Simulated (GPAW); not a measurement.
**STM contrast on a 7-layer slab of Os(0001)**

Wanted: filled- and empty-state images of a 7-layer slab of Os(0001), with its work function.

Main program and level: GPAW 26.7.0; GPAW, PAW setups; slab in vacuum, relaxation, in the first sound run; inputs show where later runs differ.

This is a report of a sequence of runs, with most program output left out.

## Step 1: The structure

The cell holds 7 atoms: 7 Os. Cell: a = 2.740 Å, b = 2.740 Å, c = 26.979 Å, α = 90.0°, β = 90.0°, γ = 60.0°. Vacuum lies along c.

## Step 2: Relaxing the atoms

Forces are removed first; all later runs use this geometry. The lowest 3 atoms are held at bulk positions and keep their forces.

The input, run.py:

```python
import json
import numpy as np
from ase import Atoms
from ase.constraints import FixAtoms
from ase.optimize import BFGS
from gpaw import GPAW, PW

slab = Atoms(
    ['Os', 'Os', 'Os', 'Os', 'Os', 'Os', 'Os'],
    positions=[
        [0.00000, 0.00000, 7.00000],
        [2.74000, 1.58194, 9.16323],
        [0.00000, 0.00000, 11.32646],
        [2.74000, 1.58194, 13.48969],
        [0.00000, 0.00000, 15.65292],
        [2.74000, 1.58194, 17.81615],
        [0.00000, 0.00000, 19.97938]],
    cell=[[2.74, 0.0, 0.0], [1.37, 2.37291, 0.0], [0.0, 0.0, 26.97938]],
    pbc=[True, True, False])

slab.calc = GPAW(mode=PW(400), xc='PBE', kpts={'size': (13, 13, 1), 'gamma': True},
                 occupations={'name': 'fermi-dirac', 'width': 0.1}, nbands='160%',
                 convergence={'density': 1e-05}, maxiter=200,
                 poissonsolver={'dipolelayer': 'xy'},
                 symmetry={'tolerance': 1e-3, 'extra_ids': [1, 1, 1, 0, 0, 0, 0]}, txt='slab.txt')
result = {}
slab.set_constraint(FixAtoms([0, 1, 2]))
path = []
opt = BFGS(slab, maxstep=0.2)
opt.attach(lambda: path.append((slab.get_potential_energy(), slab.positions.tolist(), slab.get_forces().tolist())))
result['relaxed'] = bool(opt.run(fmax=0.03, steps=40))
result['path'] = path
energy = slab.get_potential_energy()
fermi = slab.calc.get_fermi_level()
v = slab.calc.get_electrostatic_potential().mean((0, 1)) - fermi
n = slab.calc.get_pseudo_density().mean((0, 1))
L = slab.cell[2, 2]
z = np.arange(len(v)) * L / len(v)
low, high = slab.positions[:, 2].min(), slab.positions[:, 2].max()
below, above = np.interp([low - 4.8, high + 4.8], z, v)
slopes = [np.interp(x, z, np.gradient(v, z)) for x in (low - 4.8, high + 4.8)]
eps = np.array([[slab.calc.get_eigenvalues(k, s) for k in range(len(slab.calc.get_ibz_k_points()))]
                for s in range(slab.calc.get_number_of_spins())]) - fermi
top, bottom = eps[eps < 0].max(), eps[eps > 0].min()
dipole = slab.get_dipole_moment()[2]
print(f'energy {energy:.4f} eV, Fermi level {fermi:.4f} eV, dipole {dipole:.5f} e A')
print(f'potential 4.8 A off the faces, from the Fermi level: lower {below:.4f} eV, upper {above:.4f} eV')
print(f'slope of the potential there: lower {slopes[0]:.5f}, upper {slopes[1]:.5f} eV/A')
print(f'nearest levels on the mesh: {top:.4f} and {bottom:.4f} eV')
print('magnetic moment', round(slab.get_magnetic_moment(), 3))
result.update(energy=energy, fermi=fermi, dipole=dipole, below=below, above=above, slopes=slopes, edges=[top, bottom],
              z=z.tolist(), v=v.tolist(), n=n.tolist(), positions=slab.positions.tolist(),
              forces=slab.get_forces(apply_constraint=False).tolist(), moments=slab.get_magnetic_moments().tolist())
json.dump(result, open('result.json', 'w'))
```

On the command line:

```console
$ OMP_NUM_THREADS=1 OPENBLAS_NUM_THREADS=1 python run.py
```

The job ended after 70 min (1 thread of Intel Xeon at 2.50GHz (Skylake/Cascade Lake), shared host; peak memory 0.28 GiB).

Step by step:

```tsv
step	energy less that of the first step (eV)	largest force (eV/Å)
1	0.0000	0.8043
2	-0.0164	0.5605
3	-0.0303	0.1861
4	-0.0314	0.1471
5	-0.0327	0.0695
6	-0.0331	0.0650
7	-0.0332	0.0493
8	-0.0334	0.0591
9	-0.0335	0.0641
10	-0.0336	0.0674
11	-0.0337	0.0633
12	-0.0338	0.0305
13	-0.0339	0.0114
```

The atoms that moved most (Å):

```tsv
atom	dx	dy	dz	length
Os6	0.000	0.000	0.051	0.051
Os5	0.000	0.000	0.043	0.043
Os4	0.000	0.000	0.020	0.020
Os7	0.000	0.000	-0.015	0.015
```

Final coordinates:

```cif
data_structure
_symmetry_space_group_name_H-M 'P 1'
_symmetry_Int_Tables_number 1
_cell_length_a 2.7400
_cell_length_b 2.7400
_cell_length_c 26.9794
_cell_angle_alpha 90.000
_cell_angle_beta 90.000
_cell_angle_gamma 60.000
_cell_volume 175.41
loop_
_atom_site_label
_atom_site_type_symbol
_atom_site_fract_x
_atom_site_fract_y
_atom_site_fract_z
_atom_site_occupancy
Os1 Os 0.00000 0.00000 0.25946 1
Os2 Os 0.66667 0.66667 0.33964 1
Os3 Os 0.00000 0.00000 0.41982 1
Os4 Os 0.66667 0.66667 0.50075 1
Os5 Os 0.00000 0.00000 0.58176 1
Os6 Os 0.66667 0.66667 0.66224 1
Os7 Os 0.00000 0.00000 0.73998 1
```

Numbers from this step:

```yaml
dipole_along_the_normal: 0.002085 e·Å
levels_nearest_the_fermi_level_on_the_mesh: -0.01697, 0.02707 eV from the Fermi level
upper_work_function: 5.322 eV
lower_work_function: 5.375 eV
```

The electrostatic potential energy of an electron (without an applied field's), less the Fermi level, planar mean oscillates, so the rows of the table below give means over windows of 2.16 Å about each position, cut where the curve ends. Its maxima inside the range that stand out by 2 % of the span (Å: eV): 8.1: -2.71, 10.3: -2.93, 12.4: -2.68, 14.6: -2.70, 16.7: -2.97, 18.9: -3.60. Its minima: 7.0: -31.2, 9.2: -31.8, 11.3: -31.7, 13.5: -31.7, 15.6: -31.5, 17.9: -31.7, 20.0: -31.3.

The electrostatic potential energy of an electron (without an applied field's), less the Fermi level, planar mean by z; means over each step:

```tsv
z (Å)	electrostatic potential energy of an electron (without an applied field's), less the Fermi level, planar mean (eV)
1.08	5.37
3.24	5.36
5.40	1.72
7.56	-15.4
9.72	-15.8
11.88	-15.6
14.04	-15.5
16.20	-15.7
18.36	-16.2
20.52	-12.6
22.68	5.11
24.84	5.32
```

The pseudo valence density, planar mean oscillates, so the rows of the table below give means over windows of 2.16 Å about each position, cut where the curve ends. Its maxima inside the range that stand out by 2 % of the span (Å: e/Å³): 6.9: 1.98, 9.1: 1.97, 11.2: 1.96, 13.6: 1.98, 15.8: 2.02, 17.9: 2.04, 20.1: 1.96. Its minima: 8.2: 0.430, 10.1: 0.425, 12.5: 0.413, 14.7: 0.407, 16.8: 0.413, 19.0: 0.464.

Pseudo valence density, planar mean against z; means over each step:

z (Å), pseudo valence density, planar mean (e/Å³) and a bar:
```
     1.08       0.00 
     3.24       0.00 
     5.40       0.14 ####
     7.56       0.99 #############################
     9.72       1.00 #############################
    11.88       0.99 #############################
    14.04       0.99 #############################
    16.20       0.99 #############################
    18.36       1.02 ##############################
    20.52       0.85 #########################
    22.68       0.01 
    24.84       0.00
```

The relaxation lowered the energy of the cell by 0.0339 eV (energies extrapolated to zero smearing; the optimiser's log prints free energies). The largest force left on a free atom is 0.011 eV/Å.

## Step 3: The slab's potential

The work function is the vacuum plateau of the electrostatic potential less the Fermi level; a dipole layer lets the two faces have plateaus of their own.

This step: GPAW, PAW setups; slab in vacuum (GPAW 26.7.0).

Changes to run.py since step 2:

```diff
@@ -3,4 +3,3 @@
 from ase import Atoms
-from ase.constraints import FixAtoms
-from ase.optimize import BFGS
+from ase.dft.stm import STM
 from gpaw import GPAW, PW
@@ -13,6 +12,6 @@
         [0.00000, 0.00000, 11.32646],
-        [2.74000, 1.58194, 13.48969],
-        [0.00000, 0.00000, 15.65292],
-        [2.74000, 1.58194, 17.81615],
-        [0.00000, 0.00000, 19.97938]],
+        [2.74000, 1.58194, 13.50995],
+        [0.00000, -0.00000, 15.69551],
+        [2.74000, 1.58194, 17.86669],
+        [-0.00000, 0.00000, 19.96416]],
     cell=[[2.74, 0.0, 0.0], [1.37, 2.37291, 0.0], [0.0, 0.0, 26.97938]],
@@ -24,10 +23,4 @@
                  poissonsolver={'dipolelayer': 'xy'},
-                 symmetry={'tolerance': 1e-3, 'extra_ids': [1, 1, 1, 0, 0, 0, 0]}, txt='slab.txt')
+                 symmetry={'tolerance': 1e-3}, txt='slab.txt')
 result = {}
-slab.set_constraint(FixAtoms([0, 1, 2]))
-path = []
-opt = BFGS(slab, maxstep=0.2)
-opt.attach(lambda: path.append((slab.get_potential_energy(), slab.positions.tolist(), slab.get_forces().tolist())))
-result['relaxed'] = bool(opt.run(fmax=0.03, steps=40))
-result['path'] = path
 energy = slab.get_potential_energy()
@@ -53,2 +46,16 @@
               forces=slab.get_forces(apply_constraint=False).tolist(), moments=slab.get_magnetic_moments().tolist())
+
+# Images need the states of the whole zone, up to time reversal
+slab.calc = slab.calc.fixed_density(symmetry={'point_group': False}, txt='states.txt', nbands='250%',
+                                    convergence={'bands': 'CBM+1.8'})
+stm = STM(slab)
+result['stm'] = []
+for bias in [-2.0, -1.0, 1.5]:
+    height = high + 3.5
+    current = stm.get_averaged_current(bias, height)
+    x, y, h = stm.scan(bias, current)
+    i, f = divmod(height / L * stm.ldos.shape[2], 1)
+    I = abs((1 - f) * stm.ldos[:, :, int(i)] + f * stm.ldos[:, :, int(i) + 1])
+    print(f'bias {bias} V: mean current at 3.5 A {current:.4e}, corrugation {np.ptp(h):.4f} A')
+    result['stm'].append(dict(bias=bias, current=current, h=(h - high).tolist(), I=I.tolist()))
 json.dump(result, open('result.json', 'w'))
```

Wall time 30 min (1 thread); peak memory 0.93 GiB.

This step gave:

```yaml
dipole_along_the_normal: 0.001878 e·Å
levels_nearest_the_fermi_level_on_the_mesh: -0.01705, 0.02708 eV from the Fermi level
upper_work_function: 5.323 eV
lower_work_function: 5.374 eV
corrugation_minus_2: 0.009150 Å
corrugation_minus_1: 0.01766 Å
corrugation_1p5: 0.09625 Å
```

The electrostatic potential energy of an electron (without an applied field's), less the Fermi level, planar mean oscillates, so the rows of the table below give means over windows of 2.16 Å about each position, cut where the curve ends. Its maxima inside the range that stand out by 2 % of the span (Å: eV): 8.1: -2.71, 10.3: -2.93, 12.4: -2.68, 14.6: -2.70, 16.7: -2.97, 18.9: -3.60. Its minima: 7.0: -31.2, 9.2: -31.8, 11.3: -31.7, 13.5: -31.7, 15.6: -31.5, 17.9: -31.7, 20.0: -31.3.

Electrostatic potential energy of an electron (without an applied field's), less the Fermi level, planar mean against z; means over each step:

z (Å), electrostatic potential energy of an electron (without an applied field's), less the Fermi level, planar mean (eV) and a bar from the least value:
```
     1.08        5.4 ##############################
     3.24        5.4 ##############################
     5.40        1.7 #########################
     7.56      -15.4 #
     9.72      -15.8 #
    11.88      -15.6 #
    14.04      -15.5 #
    16.20      -15.7 #
    18.36      -16.2 
    20.52      -12.6 #####
    22.68        5.1 ##############################
    24.84        5.3 ##############################
```

The pseudo valence density, planar mean oscillates, so the rows of the table below give means over windows of 2.16 Å about each position, cut where the curve ends. Its maxima inside the range that stand out by 2 % of the span (Å: e/Å³): 6.9: 1.98, 9.1: 1.97, 11.2: 1.96, 13.6: 1.98, 15.8: 2.02, 17.9: 2.04, 20.1: 1.96. Its minima: 8.2: 0.430, 10.1: 0.425, 12.5: 0.413, 14.7: 0.407, 16.8: 0.413, 19.0: 0.464.

Pseudo valence density, planar mean against z; means over each step:

```tsv
z (Å)	pseudo valence density, planar mean (e/Å³)
1.08	0
3.24	5.1e-4
5.40	0.143
7.56	0.995
9.72	0.995
11.88	0.988
14.04	0.988
16.20	0.993
18.36	1.02
20.52	0.849
22.68	0.00790
24.84	3.0e-5
```

Tip height over the top atom over a1 and a2. Sample bias -2 V, constant current at the mean current 3.5 Å over the top atom.

Ten even steps from '0' (3.4970 Å) to '9' (3.5060 Å):
```
88754210012457
67655421012455
56654431001344
35553221101122
23553211000011
02343200001000
01233210011110
01222221012321
22221122222442
33332123333454
55543223455555
66553222355667
87653211235678
98653200023568
```
Columns: a1 from 0 to 0.929; rows upwards: a2 from 0 to 0.929.

Local density of states summed over the bias window over a1 and a2. Sample bias -2 V, constant height 3.5 Å over the top atom.

Ten even steps from '0' (1.55 × 1e-4 arbitrary) to '9' (1.59 × 1e-4 arbitrary):
```
99764310013467
78765421012456
56654431001344
35653321101123
23553211000011
02343200001000
01233210011110
01222221012321
22221122223443
33332123333454
55543223455566
76653222356677
98653211235689
99753200023579
```
Columns: a1 from 0 to 0.929; rows upwards: a2 from 0 to 0.929.

Tip height over the top atom over a1 and a2. Sample bias -1 V, constant current at the mean current 3.5 Å over the top atom.

Values in Å, 14 rows by 14 columns:
```
3.510 3.510 3.508 3.505 3.503 3.499 3.496 3.494 3.494 3.496 3.499 3.503 3.505 3.508
3.507 3.508 3.507 3.505 3.503 3.500 3.497 3.495 3.493 3.495 3.497 3.500 3.503 3.505
3.505 3.506 3.506 3.505 3.503 3.500 3.498 3.496 3.494 3.494 3.496 3.498 3.500 3.503
3.502 3.504 3.504 3.504 3.502 3.499 3.497 3.496 3.494 3.493 3.494 3.496 3.497 3.499
3.498 3.501 3.502 3.502 3.501 3.498 3.496 3.495 3.494 3.493 3.493 3.494 3.495 3.496
3.496 3.498 3.500 3.500 3.500 3.498 3.496 3.494 3.493 3.494 3.494 3.494 3.493 3.494
3.496 3.497 3.498 3.498 3.498 3.498 3.497 3.496 3.494 3.495 3.496 3.496 3.495 3.494
3.496 3.497 3.498 3.497 3.497 3.497 3.498 3.497 3.496 3.496 3.497 3.498 3.497 3.496
3.498 3.498 3.498 3.497 3.496 3.496 3.497 3.498 3.498 3.498 3.499 3.500 3.500 3.499
3.502 3.501 3.500 3.498 3.497 3.496 3.497 3.498 3.500 3.501 3.502 3.503 3.503 3.503
3.505 3.504 3.502 3.500 3.498 3.497 3.497 3.498 3.500 3.502 3.504 3.505 3.505 3.505
3.507 3.506 3.504 3.502 3.500 3.498 3.498 3.498 3.500 3.502 3.504 3.506 3.507 3.508
3.510 3.508 3.506 3.504 3.501 3.498 3.497 3.497 3.498 3.501 3.504 3.506 3.508 3.510
3.511 3.510 3.507 3.505 3.502 3.498 3.496 3.496 3.496 3.498 3.502 3.505 3.507 3.510
```
Columns: a1 from 0 to 0.929; rows upwards: a2 from 0 to 0.929.

Local density of states summed over the bias window over a1 and a2. Sample bias -1 V, constant height 3.5 Å over the top atom.

Ten even steps from '_' (1.19 × 1e-4 arbitrary) to '@' (1.25 × 1e-4 arbitrary):
```
@@@@%%**++--..____..--++**%%
##%%##**++--::______::--++**
**####**++--::..____..::--++
==++**++==--::..______..::--
::--====--::..____________..
..::------::..______________
..::::::::::::..____....____
..::::::..::::::....::::::..
::::::::....::::::::--------
==----::......::----==++++++
**++==--::::::::--==++******
####**==--::::::--==**####%%
@@%%##++--::::::::--++##%%@@
@@@@##**==::......::==**##@@
```
Columns: a1 from 0 to 0.929; rows upwards: a2 from 0 to 0.929.

Tip height over the top atom over a1 and a2. Sample bias 1.5 V, constant current at the mean current 3.5 Å over the top atom.

Values in Å, 14 rows by 14 columns:
```
3.552 3.552 3.546 3.535 3.519 3.500 3.483 3.472 3.472 3.483 3.500 3.519 3.535 3.546
3.544 3.546 3.544 3.535 3.521 3.504 3.486 3.472 3.466 3.472 3.486 3.504 3.521 3.535
3.530 3.536 3.536 3.530 3.519 3.504 3.487 3.472 3.463 3.463 3.472 3.487 3.504 3.519
3.513 3.520 3.522 3.520 3.513 3.500 3.486 3.472 3.462 3.458 3.462 3.472 3.486 3.500
3.494 3.502 3.506 3.506 3.502 3.494 3.483 3.472 3.463 3.458 3.458 3.463 3.472 3.483
3.479 3.485 3.488 3.490 3.488 3.485 3.479 3.472 3.466 3.463 3.462 3.463 3.466 3.472
3.473 3.474 3.475 3.475 3.475 3.475 3.474 3.473 3.472 3.472 3.472 3.472 3.472 3.472
3.479 3.474 3.469 3.466 3.465 3.466 3.469 3.474 3.479 3.483 3.486 3.487 3.486 3.483
3.494 3.485 3.475 3.466 3.461 3.461 3.466 3.475 3.485 3.494 3.500 3.504 3.504 3.500
3.513 3.502 3.488 3.475 3.465 3.461 3.465 3.475 3.488 3.502 3.513 3.519 3.521 3.519
3.530 3.520 3.506 3.490 3.475 3.466 3.466 3.475 3.490 3.506 3.520 3.530 3.535 3.535
3.544 3.536 3.522 3.506 3.488 3.475 3.469 3.475 3.488 3.506 3.522 3.536 3.544 3.546
3.552 3.546 3.536 3.520 3.502 3.485 3.474 3.474 3.485 3.502 3.520 3.536 3.546 3.552
3.555 3.552 3.544 3.530 3.513 3.494 3.479 3.473 3.479 3.494 3.513 3.530 3.544 3.552
```
Columns: a1 from 0 to 0.929; rows upwards: a2 from 0 to 0.929.

Local density of states summed over the bias window over a1 and a2. Sample bias 1.5 V, constant height 3.5 Å over the top atom.

Ten even steps from '0' (0.97 × 1e-4 arbitrary) to '9' (1.28 × 1e-4 arbitrary):
```
99875310013578
88875310001357
67765320000235
45554310000013
23333210000001
11222110000000
01111110000000
11000001111211
21100001123333
43210001234555
65321001235677
87532101235788
98753111135789
99864210124689
```
Columns: a1 from 0 to 0.929; rows upwards: a2 from 0 to 0.929.

Force by atom:

```tsv
atom	x (eV/Å)	y (eV/Å)	z (eV/Å)	size
Os1	0.000	0.000	0.791	0.791
Os2	0.000	0.000	-0.750	0.750
Os3	0.000	0.000	-0.038	0.038
Os4	0.000	0.000	-0.007	0.007
Os5	0.000	0.000	0.011	0.011
Os6	0.000	0.000	0.004	0.004
Os7	0.000	0.000	-0.009	0.009
```

The potential is flat to 0.001 eV/Å where it is read, so the vacuum is wide enough.

## Step 4: A changed run

One more run, with changed settings.

Changes to run.py since step 3:

```diff
@@ -3,3 +3,2 @@
 from ase import Atoms
-from ase.dft.stm import STM
 from gpaw import GPAW, PW
@@ -19,5 +18,5 @@
 
-slab.calc = GPAW(mode=PW(400), xc='PBE', kpts={'size': (13, 13, 1), 'gamma': True},
+slab.calc = GPAW(mode=PW(140), xc='PBE', kpts={'size': (13, 13, 1), 'gamma': True},
                  occupations={'name': 'fermi-dirac', 'width': 0.1}, nbands='160%',
-                 convergence={'density': 1e-05}, maxiter=200,
+                 convergence={'density': 1e-05}, maxiter=75,
                  poissonsolver={'dipolelayer': 'xy'},
@@ -46,16 +45,2 @@
               forces=slab.get_forces(apply_constraint=False).tolist(), moments=slab.get_magnetic_moments().tolist())
-
-# Images need the states of the whole zone, up to time reversal
-slab.calc = slab.calc.fixed_density(symmetry={'point_group': False}, txt='states.txt', nbands='250%',
-                                    convergence={'bands': 'CBM+1.8'})
-stm = STM(slab)
-result['stm'] = []
-for bias in [-2.0, -1.0, 1.5]:
-    height = high + 3.5
-    current = stm.get_averaged_current(bias, height)
-    x, y, h = stm.scan(bias, current)
-    i, f = divmod(height / L * stm.ldos.shape[2], 1)
-    I = abs((1 - f) * stm.ldos[:, :, int(i)] + f * stm.ldos[:, :, int(i) + 1])
-    print(f'bias {bias} V: mean current at 3.5 A {current:.4e}, corrugation {np.ptp(h):.4f} A')
-    result['stm'].append(dict(bias=bias, current=current, h=(h - high).tolist(), I=I.tolist()))
 json.dump(result, open('result.json', 'w'))
```

Elapsed: 2.9 min, on 1 thread; peak memory 0.16 GiB.

The run finished. A setting was moved off its sound value on purpose, so it serves as a test and not as the result.

The fault put into the input: a cutoff far too low (ecut = 140).

## Step 5: Summary of results

```
work function, upper and lower face : 5.323 and 5.374 eV
dipole along the normal             : 0.00188 e Å
corrugation at -2 V                 : 0.00915 Å
corrugation at -1 V                 : 0.0177 Å
corrugation at 1.5 V                : 0.0962 Å
```

**Reading.** The corrugation at constant current is largest at 1.5 V, where the tip height varies by 0.096 Å over the cell. Negative sample bias images filled states, positive bias empty ones. The two faces differ by 0.052 eV, the step that the slab's dipole makes (e p/(ε0 A) gives 0.052 eV), so the dipole layer is needed. The lowest atoms were held at bulk positions, which alone makes the faces unlike. The measured value for polycrystalline Os, which weights the faces of low work function, is 4.84 eV (as compiled in "Anisotropic work function of elemental crystals", 2019, arxiv:1902.07811); the relaxed upper face lies 0.48 eV over it with PBE. Measured work functions scatter by a tenth of an eV or more between methods. The images are of Tersoff-Hamann type: an s-wave tip, no tip-sample forces, heights closer than in a microscope. The small printed dipole stands for a step of -52 meV from the lower to the upper face, and the probes find -52 meV; values this small are near the numerical noise of both. The in-plane lattice was kept as typed, which isn't the functional's own and leaves some strain; spin-orbit coupling and temperature are left out.

[Logs are printed without paths, hosts, clocks, repeated set-up lines and the standing remarks that a program may print on its own settings, such as how far it seeks lower states.]

[Hosts, paths, dates, database ids (printed as entryN), source tags and the programs' standing remarks are cut or masked in the printed files.]
